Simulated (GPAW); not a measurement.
# How the form of the self-energy moves the gap of AlGaN2 (P3m1)

How much does the gap of AlGaN2 (P3m1) depend on the approximation to the self-energy?

Main program and level: GPAW 26.7.0; LDA and many-body steps on it, plane waves.

**1. Set-up**

The structure is trigonal, space group P3m1 (No. 156). The conventional cell has a = 3.145 Å, b = 3.145 Å, c = 5.097 Å, α = 90.00°, β = 90.00°, γ = 120.00°. Al has 4 N at 1.89 to 1.90 Å nearest. Nearest to Ga lie 4 N at 1.93 to 1.96 Å. N has 3 Al at 1.90 Å and 1 Ga at 1.96 Å nearest. Nearest to N lie 1 Al at 1.89 Å and 3 Ga at 1.93 Å. Farther neighbours and most contacts between anions are not listed.

As a file:

```
Al Ga N
1.0
     3.14528    0.00000    0.00000
    -1.57264    2.72389    0.00000
     0.00000    0.00000    5.09689
Al Ga N
1 1 2
Cartesian
  0.0000 0.0000 5.0931
  1.5726 0.9080 2.5340
  1.5726 0.9080 0.5699
  0.0000 0.0000 3.2017
```

The cell and positions are those that the Materials Project relaxed with its own functionals (PBE, PBE+U or r2SCAN), kept fixed.

**2. Empty states on the mesh, 3×3×4 mesh, 210 bands**

This step: GPAW 26.7.0; DFT, LDA, plane waves, PAW.

The sums over transitions need many empty states on a uniform mesh; this step solves for them.

Contents of run.py:

```python
import json
import numpy as np
from gpaw.mpi import world
from gpaw import GPAW

calc = GPAW('gs.gpw').fixed_density(kpts={'size': (3, 3, 4), 'gamma': True},
    parallel={'domain': 1, 'band': 1},
    txt='nscf.txt')
calc.diagonalize_full_hamiltonian(nbands=210)
calc.write('full.gpw', mode='all')
res = {}
kpts = calc.get_ibz_k_points()
res['kpts'] = kpts
res['eigenvalues'] = [calc.get_eigenvalues(kpt=k) for k in range(len(kpts))]
res['n_electrons'] = calc.get_number_of_electrons()

if world.rank == 0:
    with open('result.json', 'w') as f:
        json.dump(res, f, default=lambda x: x.tolist())
```

On the command line:

```sh
$ mpirun -n 4 gpaw python run.py
```

Numbers of over 12 decimals in the logs are rounded to 6 here.

What it wrote:

```text
Diagonalizing LCAO Hamiltonian
Converting LCAO to pw mode
convergence criteria:
- Maximum integral of absolute [eigenst]ate change: 4e-08 eV^2 / valence electron
maximum number of iterations: 100

SCF iterations
|iter     |     time |      energy | eigst |  dens |
|iter:   1|  |             | +0.86 |       |
|iter:   2|  |             | -0.66 |       |
|iter:   3|  |             | -1.61 |       |
[...]
|iter:   7|  |             | -5.71 |       |
|iter:   8|  |             | -6.96 |       |
|iter:   9|  |             | -7.73c|       |
SCF steps: 9
  __  _  _
 | _ |_)|_||  |
 |__||  | ||/\| - 26.7.0

Input parameters:
  mode=PW(ecut=600.0),
  convergence={'density': 1e-06, 'bands': -3},
  gpts=array([18, 18, 30]),
  kpts=MonkhorstPack(size=(3, 3, 4), gamma=True),
  maxiter=100,
  nbands=16,
  occupations=Occupations(name='fermi-dirac', width=0.001, fixmagmom=False),
  parallel={'domain': 1, 'band': 1},
  xc=XC(name='LDA')
Matrix size: 1473x1473
# Writing to full.gpw (mode='all')
  [... matrices ...]

timing:  # [seconds]
  Total: 6.409  # ━━━━━━━━━━━━━━━━━━━━━━━━━━━━━━━━━━━━━━━━━━━━━━━━━━━━━━━━━━━
```

Run time: 11 s. Hardware: 4 MPI ranks of Intel Xeon Platinum 8488C (Sapphire Rapids), shared host; peak memory 1.4 GiB.

This step gave:

| Quantity | Value |
| --- | --- |
| gap | 2.983 eV |
| k of the valence top | 0, 0, 0 |
| k of the conduction bottom | 0, 0, 0 |
| least direct gap | 2.983 eV |
| k points computed | 10 |
| lowest point of the top converged band, above the valence top | 144.4952 eV |

On this mesh the gap is 2.983 eV.

**3. G0W0, Godby-Needs plasmon pole**

G0W0 replaces the xc potential by the self-energy, built once from these orbitals. Only a window of levels is corrected, while the sums run over the empty bands that the input names.

This step: G0W0 on LDA, plane waves, PAW.

Contents of run.py:

```python
import json
import numpy as np
from gpaw.mpi import world
from gpaw.response.g0w0 import G0W0

gw = G0W0('full.gpw',
    filename='gw',
    kpts=[0],
    bands=(6, 10),
    ecut=96,
    nbands=93,
    integrate_gamma='WS',
    ppa=True)
gw.calculate()
res = {mode: {k: v for k, v in r.items() if k != 'sigma_eskwn'}
       for mode, r in gw.all_results.items()}

if world.rank == 0:
    with open('result.json', 'w') as f:
        json.dump(res, f, default=lambda x: x.tolist())
```

On the command line:

```sh
$ mpirun -n 4 gpaw python run.py
```

What it wrote:

```text
Using integrator: PointIntegrator
FrequencyGridDescriptor(from 0.000+0.000j to 0.000+27.211j eV, 2 points)
Nonperiodic BCs:  [False False False]
Using integrator: PointIntegrator
FrequencyGridDescriptor(from 0.000+0.000j to 0.000+27.211j eV, 2 points)
Nonperiodic BCs:  [False False False]
  ___  _ _ _
 |   || | | |
 | | || | | |
 |__ ||_____|
 |___|

BZ k-points: Symmetries present (total): 6

  [... matrices ...]
36 k-points: 3 x 3 x 4 Monkhorst-Pack grid + [0.000000,0.000000,1/8]
10 k-points in the irreducible part of the Brillouin zone
       k-points in crystal coordinates                weights
   0:     0.00000000    0.00000000    0.00000000          1/36
   1:     0.00000000    0.00000000    0.25000000          2/36
   2:     0.00000000    0.00000000    0.50000000          1/36
   3:     0.33333333    0.00000000   -0.25000000          6/36
   4:     0.33333333    0.00000000    0.00000000          6/36
   5:     0.33333333    0.00000000    0.25000000          6/36
   6:     0.33333333    0.00000000    0.50000000          6/36
   7:     0.33333333    0.33333333    0.00000000          2/36
   8:     0.33333333    0.33333333    0.25000000          4/36
   9:     0.33333333    0.33333333    0.50000000          2/36

Distributing spins, k-points and bands (1 x 1 x 4) over 4 processes
Number of blocks: 1

Quasi particle states:
k-points (IBZ indices): [0]
Band range: (6, 10)
  [... matrices ...]
Computational parameters:
Plane wave cut-off: 96 eV
Number of bands: 93
Coulomb cutoff: None
Broadening: 0.1 eV

fxc modes: GW
Kernel: RPA
Using Godby-Needs plasmon-pole approximation:
  Fitting energy: i*E0, E0 = 1.000 Hartree
Summing all q:

Calculating screened Coulomb potential
No Coulomb truncation
FrequencyGridDescriptor(from 0.000+0.000j to 0.000+27.211j eV, 2 points)
Removing empty qpoint cache files...

Calculating chi0 body with:
    Ground state adapter containing:
    Number of spins: 1
    Number of kpoints: 36
    Number of irreducible kpoints: 10
    Number of completely occupied states: 8
    Number of partially occupied states: 8
    Occupied states memory: 1.1865234375 M / cpu

    Linear response parametrization:
    q_c: [0.0, 0.0, 0.0]
    Number of frequency points: 2
    Planewave cutoff: 96.0
    Number of bands: 93
    Number of planewaves: 99
    Broadening (eta): 1e-06
    comm.size: 4
    kncomm.size: 4
    blockcomm.size: 1

    Memory estimate of potentially large arrays:
        chi0_wGG: 0.299103 M / cpu
Integrating chi0 body.

Symmetries of q_c:
    Direct symmetries (Uq -> q): 6
    Indirect symmetries (TUq -> q): 6
In total 12 allowed symmetries.

  [... matrices ...]
10 groups of equivalent kpoints. 72.222222% reduction.

Integral kind: response function
Integrating chi0 head and wings.

Symmetries of q_c:
    Direct symmetries (Uq -> q): 6
    Indirect symmetries (TUq -> q): 6
In total 12 allowed symmetries.

  [... matrices ...]
10 groups of equivalent kpoints. 72.222222% reduction.

Integral kind: response function wings

Calculating chi0 body with:
    Ground state adapter containing:
    Number of spins: 1
    Number of kpoints: 36
    Number of irreducible kpoints: 10
    Number of completely occupied states: 8
    Number of partially occupied states: 8
    Occupied states memory: 1.1865234375 M / cpu

[... the further q-points ...]

Results:
f:      Occupation numbers
eps:     KS-eigenvalues [eV]
vxc:     KS vxc [eV]
exx:     Exact exchange [eV]
sigma:   Self-energies [eV]
dsigma:  Self-energy derivatives
Z:       Renormalization factors
qp:      QP-energies [eV]

k-point 0 (0): (0.000, 0.000, 0.000)                GW
band       f     eps     vxc     exx   sigma  dsigma       Z      qp
                                                                   GW
   6   1.000   6.019 -18.752 -22.396   3.243  -0.268   0.789   5.703
   7   1.000   6.019 -18.752 -22.396   3.243  -0.268   0.789   5.703
   8   0.000   9.003 -15.771 -10.794  -3.501  -0.223   0.817  10.210
   9   0.000  11.561 -14.508  -8.738  -4.190  -0.213   0.824  12.864
```

Elapsed: 16 s, on 4 MPI ranks; peak memory 1.1 GiB.

This step gave:

```yaml
g0w0_gap_on_the_points_computed: 4.507 eV
least_direct_g0w0_gap_on_the_computed_points: 4.507 eV
z_at_the_valence_top: 0.7888
z_at_the_conduction_bottom: 0.8174
starting_gap_on_the_mesh: 2.983 eV
k_of_the_valence_top: 0, 0, 0
k_of_the_conduction_bottom: 0, 0, 0
```

The gap on the mesh goes from 2.98 eV to 4.51 eV, a correction of +1.52 eV.

**4. One-shot HSE06**

This step: one-shot HSE06 levels on LDA orbitals, plane waves, PAW.

Contents of run.py:

```python
import json
import numpy as np
from gpaw.mpi import world
from gpaw.hybrids.eigenvalues import non_self_consistent_eigenvalues

dft, vxc, vxc_hyb = non_self_consistent_eigenvalues('full.gpw', 'HSE06', 6, 10, kpt_indices=[0])
res = {'dft': dft[0], 'hybrid': (dft - vxc + vxc_hyb)[0]}
if world.rank == 0:
    with open('hybrid.txt', 'w') as f:
        for k, e0, e1 in zip([0], res['dft'], res['hybrid']):
            print(k, ' '.join(f'{x:9.4f}' for x in e0), '|', ' '.join(f'{x:9.4f}' for x in e1), file=f)

if world.rank == 0:
    with open('result.json', 'w') as f:
        json.dump(res, f, default=lambda x: x.tolist())
```

On the command line:

```sh
$ mpirun -n 4 gpaw python run.py
```

What it wrote:

```text
IBZ(<points: 10, symmetries: 6>)
Occupied bands: 8
Transforming wave functions from IBZ to BZ: 0.016 seconds
Distributing wave functions and iFFT-ing to real space: 0.069 seconds
Calculating eigenvalues:
  k-points: 1
  Bands: 6-9 (inclusive)
  Seconds: 0.111 (wave-function broadcasting: 0.006 seconds)
HSE06-eigenvalue shifts:
  min: -0.753 eV
  ave: 0.035 eV
  max: 0.961 eV
```

Wall time 3.8 s (4 MPI ranks); peak memory 0.44 GiB; 14 s of CPU time.

Numbers from this step:

```yaml
starting_gap_on_the_mesh: 2.983 eV
hybrid_gap_on_the_mesh: 4.420 eV
least_direct_hybrid_gap_on_the_computed_points: 4.420 eV
```

**5. G0W0, extrapolated in the cutoff**

This step: G0W0 on LDA, plane waves, PAW.

Contents of run.py:

```python
import json
import numpy as np
from gpaw.mpi import world
from gpaw.response.g0w0 import G0W0

gw = G0W0('full.gpw',
    filename='gw',
    kpts=[0],
    bands=(6, 10),
    ecut=160.0,
    integrate_gamma='WS',
    ppa=True,
    ecut_extrapolation=True)
gw.calculate()
res = {mode: {k: v for k, v in r.items() if k != 'sigma_eskwn'}
       for mode, r in gw.all_results.items()}

if world.rank == 0:
    with open('result.json', 'w') as f:
        json.dump(res, f, default=lambda x: x.tolist())
```

On the command line:

```sh
$ mpirun -n 4 gpaw python run.py
```

What it wrote:

```text
Using integrator: PointIntegrator
FrequencyGridDescriptor(from 0.000+0.000j to 0.000+27.211j eV, 2 points)
Nonperiodic BCs:  [False False False]
Using integrator: PointIntegrator
FrequencyGridDescriptor(from 0.000+0.000j to 0.000+27.211j eV, 2 points)
Nonperiodic BCs:  [False False False]
  ___  _ _ _
 |   || | | |
 | | || | | |
 |__ ||_____|
 |___|

BZ k-points: Symmetries present (total): 6

  [... matrices ...]
36 k-points: 3 x 3 x 4 Monkhorst-Pack grid + [0.000000,0.000000,1/8]
10 k-points in the irreducible part of the Brillouin zone
       k-points in crystal coordinates                weights
   0:     0.00000000    0.00000000    0.00000000          1/36
   1:     0.00000000    0.00000000    0.25000000          2/36
   2:     0.00000000    0.00000000    0.50000000          1/36
[...]
8:     0.33333333    0.33333333    0.25000000          4/36
   9:     0.33333333    0.33333333    0.50000000          2/36

Distributing spins, k-points and bands (1 x 1 x 4) over 4 processes
Number of blocks: 1

Quasi particle states:
k-points (IBZ indices): [0]
Band range: (6, 10)
  [... matrices ...]
Computational parameters:
Extrapolating to infinite plane wave cut-off using points at:
  137.884 eV
  147.917 eV
  160.000 eV
Number of bands: 200
Coulomb cutoff: None
Broadening: 0.1 eV

fxc modes: GW
Kernel: RPA
Using Godby-Needs plasmon-pole approximation:
  Fitting energy: i*E0, E0 = 1.000 Hartree
Summing all q:

Calculating screened Coulomb potential
No Coulomb truncation
FrequencyGridDescriptor(from 0.000+0.000j to 0.000+27.211j eV, 2 points)
Removing empty qpoint cache files...

Calculating chi0 body with:
    Ground state adapter containing:
    Number of spins: 1
    Number of kpoints: 36
    Number of irreducible kpoints: 10
    Number of completely occupied states: 8
    Number of partially occupied states: 8
    Occupied states memory: 1.1865234375 M / cpu

    Linear response parametrization:
    q_c: [0.0, 0.0, 0.0]
    Number of frequency points: 2
    Planewave cutoff: 160.0
    Number of bands: 200
    Number of planewaves: 197
    Broadening (eta): 1e-06
    comm.size: 4
    kncomm.size: 4
    blockcomm.size: 1

    Memory estimate of potentially large arrays:
        chi0_wGG: 1.184357 M / cpu
Integrating chi0 body.

Symmetries of q_c:
    Direct symmetries (Uq -> q): 6
    Indirect symmetries (TUq -> q): 6
In total 12 allowed symmetries.

  [... matrices ...]
10 groups of equivalent kpoints. 72.222222% reduction.

Integral kind: response function
Integrating chi0 head and wings.

Symmetries of q_c:
    Direct symmetries (Uq -> q): 6
    Indirect symmetries (TUq -> q): 6
In total 12 allowed symmetries.

  [... matrices ...]
10 groups of equivalent kpoints. 72.222222% reduction.

Integral kind: response function wings

Calculating chi0 body with:
    Ground state adapter containing:
    Number of spins: 1
    Number of kpoints: 36
    Number of irreducible kpoints: 10
    Number of completely occupied states: 8
    Number of partially occupied states: 8
    Occupied states memory: 1.1865234375 M / cpu

[... the further q-points ...]
Extrapolating selfenergy to infinite energy cutoff:
  Performing linear fit to 3 points
  Minimum R^2 = 0.9977. (R^2 Should be close to 1)
  [... matrices ...]
Results:
f:      Occupation numbers
eps:     KS-eigenvalues [eV]
vxc:     KS vxc [eV]
exx:     Exact exchange [eV]
sigma:   Self-energies [eV]
dsigma:  Self-energy derivatives
Z:       Renormalization factors
qp:      QP-energies [eV]

k-point 0 (0): (0.000, 0.000, 0.000)                GW
band       f     eps     vxc     exx   sigma  dsigma       Z      qp
                                                                   GW
   6   1.000   6.019 -18.752 -22.396   2.509  -0.281   0.781   5.134
   7   1.000   6.019 -18.752 -22.396   2.509  -0.281   0.781   5.134
   8   0.000   9.003 -15.771 -10.794  -3.893  -0.234   0.810   9.882
   9   0.000  11.561 -14.508  -8.738  -4.492  -0.218   0.821  12.610
```

Run time: 53 s. Hardware: 4 MPI ranks; peak memory 1.4 GiB.

This step gave:

```yaml
quasiparticle_gap_on_the_points_computed: 4.748 eV
least_direct_quasiparticle_gap_on_the_computed_points: 4.748 eV
z_at_the_valence_top: 0.7808
z_at_the_conduction_bottom: 0.8104
starting_gap_on_the_mesh: 2.983 eV
k_of_the_valence_top: 0, 0, 0
k_of_the_conduction_bottom: 0, 0, 0
gaps_at_the_cutoffs_of_the_extrapolation: 4.604, 4.621, 4.632 eV
```

Against G0W0 in GPAW (3×3×4 mesh, 93 bands, screening to 96 eV, Godby-Needs plasmon pole), the gap moves by +0.241 eV.

**6. One-shot PBE0**

This step: one-shot PBE0 levels on LDA orbitals, plane waves, PAW.

Contents of run.py:

```python
import json
import numpy as np
from gpaw.mpi import world
from gpaw.hybrids.eigenvalues import non_self_consistent_eigenvalues

dft, vxc, vxc_hyb = non_self_consistent_eigenvalues('full.gpw', 'PBE0', 6, 10, kpt_indices=[0])
res = {'dft': dft[0], 'hybrid': (dft - vxc + vxc_hyb)[0]}
if world.rank == 0:
    with open('hybrid.txt', 'w') as f:
        for k, e0, e1 in zip([0], res['dft'], res['hybrid']):
            print(k, ' '.join(f'{x:9.4f}' for x in e0), '|', ' '.join(f'{x:9.4f}' for x in e1), file=f)

if world.rank == 0:
    with open('result.json', 'w') as f:
        json.dump(res, f, default=lambda x: x.tolist())
```

On the command line:

```sh
$ mpirun -n 4 gpaw python run.py
```

What it wrote:

```text
IBZ(<points: 10, symmetries: 6>)
Occupied bands: 8
Transforming wave functions from IBZ to BZ: 0.018 seconds
Distributing wave functions and iFFT-ing to real space: 0.100 seconds
Calculating eigenvalues:
  k-points: 1
  Bands: 6-9 (inclusive)
  Seconds: 0.164 (wave-function broadcasting: 0.006 seconds)
HSE06-eigenvalue shifts:
  min: -1.118 eV
  ave: 0.009 eV
  max: 1.284 eV
```

Run time: 3.9 s. Hardware: 4 MPI ranks; peak memory 0.47 GiB; 14 s of CPU time.

This step gave:

- starting gap on the mesh: 2.983 eV
- hybrid gap on the mesh: 5.091 eV
- least direct hybrid gap on the computed points: 5.091 eV

**7. G0W0, full frequency, Hilbert transform**

This step: G0W0 on LDA, plane waves, PAW.

Contents of run.py:

```python
import json
import numpy as np
from gpaw.mpi import world
from gpaw.response.g0w0 import G0W0

gw = G0W0('full.gpw',
    filename='gw',
    kpts=[0],
    bands=(6, 10),
    ecut=96,
    nbands=93,
    integrate_gamma='WS',
    frequencies={'type': 'nonlinear', 'domega0': 0.1, 'omega2': 15.0},
    eta=0.1,
    nblocksmax=True)
gw.calculate()
res = {mode: {k: v for k, v in r.items() if k != 'sigma_eskwn'}
       for mode, r in gw.all_results.items()}

if world.rank == 0:
    with open('result.json', 'w') as f:
        json.dump(res, f, default=lambda x: x.tolist())
```

On the command line:

```sh
$ mpirun -n 4 gpaw python run.py
```

What it wrote:

```text
Using integrator: PointIntegrator
NonLinearFrequencyDescriptor(from 0.000 to 98.798 eV, 266 points)
Nonperiodic BCs:  [False False False]
Using integrator: PointIntegrator
NonLinearFrequencyDescriptor(from 0.000 to 98.798 eV, 266 points)
Nonperiodic BCs:  [False False False]
  ___  _ _ _
 |   || | | |
 | | || | | |
 |__ ||_____|
 |___|

BZ k-points: Symmetries present (total): 6

  [... matrices ...]
36 k-points: 3 x 3 x 4 Monkhorst-Pack grid + [0.000000,0.000000,1/8]
10 k-points in the irreducible part of the Brillouin zone
[...]
Results:
f:      Occupation numbers
eps:     KS-eigenvalues [eV]
vxc:     KS vxc [eV]
exx:     Exact exchange [eV]
sigma:   Self-energies [eV]
dsigma:  Self-energy derivatives
Z:       Renormalization factors
qp:      QP-energies [eV]

k-point 0 (0): (0.000, 0.000, 0.000)                GW
band       f     eps     vxc     exx   sigma  dsigma       Z      qp
                                                                   GW
   6   1.000   6.019 -18.752 -22.396   3.189  -0.284   0.779   5.665
   7   1.000   6.019 -18.752 -22.396   3.189  -0.284   0.779   5.665
   8   0.000   9.003 -15.771 -10.794  -3.493  -0.238   0.808  10.202
   9   0.000  11.561 -14.508  -8.738  -4.179  -0.242   0.805  12.842
```

Run time: 31 s. Hardware: 4 MPI ranks; peak memory 1.3 GiB; 2 min of CPU time.

Numbers from this step:

- G0W0 gap on the points computed: 4.537 eV
- least direct G0W0 gap on the computed points: 4.537 eV
- starting gap on the mesh: 2.983 eV
- k of the valence top: 0, 0, 0
- k of the conduction bottom: 0, 0, 0

Against G0W0 in GPAW (3×3×4 mesh, 93 bands, screening to 96 eV, Godby-Needs plasmon pole), the gap moves by +0.031 eV.

**8. The runs together**

Times are wall times on 4 MPI ranks of Intel Xeon Platinum 8488C (Sapphire Rapids), shared host, good to a factor of about two.

```tsv
run	mesh	bands	screening cutoff (eV)	DFT gap (eV)	gap on the mesh (eV)	direct (eV)	time
G0W0, Godby-Needs plasmon pole	3×3×4	93	96	2.983	4.507	4.507	16 s
one-shot HSE06	3×3×4	-	-	2.983	4.420	4.420	3.8 s
G0W0, extrapolated in the cutoff	3×3×4	-	160	2.983	4.748	4.748	53 s
one-shot PBE0	3×3×4	-	-	2.983	5.091	5.091	3.9 s
G0W0, full frequency, Hilbert transform	3×3×4	93	96	2.983	4.537	4.537	31 s
```

**9. What came out**

| Quantity | Value |
| --- | --- |
| G0W0, Godby-Needs plasmon pole | 4.507 eV |
| one-shot HSE06 | 4.420 eV |
| G0W0, extrapolated in the cutoff | 4.748 eV |
| one-shot PBE0 | 5.091 eV |
| G0W0, full frequency, Hilbert transform | 4.537 eV |
| known limits | not at the basis limit; no spin-orbit coupling; coarse k mesh |

One-shot HSE06: −0.086 eV against G0W0, Godby-Needs plasmon pole. G0W0, extrapolated in the cutoff: +0.241 eV against G0W0, Godby-Needs plasmon pole, at other bands or cutoff, so not like for like. One-shot PBE0: +0.584 eV against G0W0, Godby-Needs plasmon pole. G0W0, full frequency, Hilbert transform: +0.031 eV against G0W0, Godby-Needs plasmon pole. One-shot hybrid levels are evaluated on the LDA orbitals. Bands and cutoff are finite, so the gap is not at the basis limit. The miss can reach some tenths of an eV and take either sign; the mesh is an error of its own. These stock PAW sets were not made for GW; the filled d or f shell of Ga lies in the frozen core, which bears on start and correction. In the G0W0 runs levels were corrected at 1 k point alone, so a gap called «on the mesh» is the least over those, and an edge elsewhere would be missed. The 3×3×4 mesh is coarse for this cell, which bears on the long-range parts of exchange and screening. The many-body steps are scalar-relativistic: spin-orbit coupling is not in them.

[Paths, hosts, dates, memory and timing lines, banners, echoed tables and standing remarks are left out of the program output.]

[Logs are printed without paths, hosts, clocks, repeated set-up lines and the standing remarks that a program may print on its own settings, such as how far it seeks lower states.]

[Runs of the session that timed out or met a known fault of the program may be left out.]

[Hosts, paths, dates, database ids (printed as entryN), source tags and the programs' standing remarks are cut or masked in the printed files.]
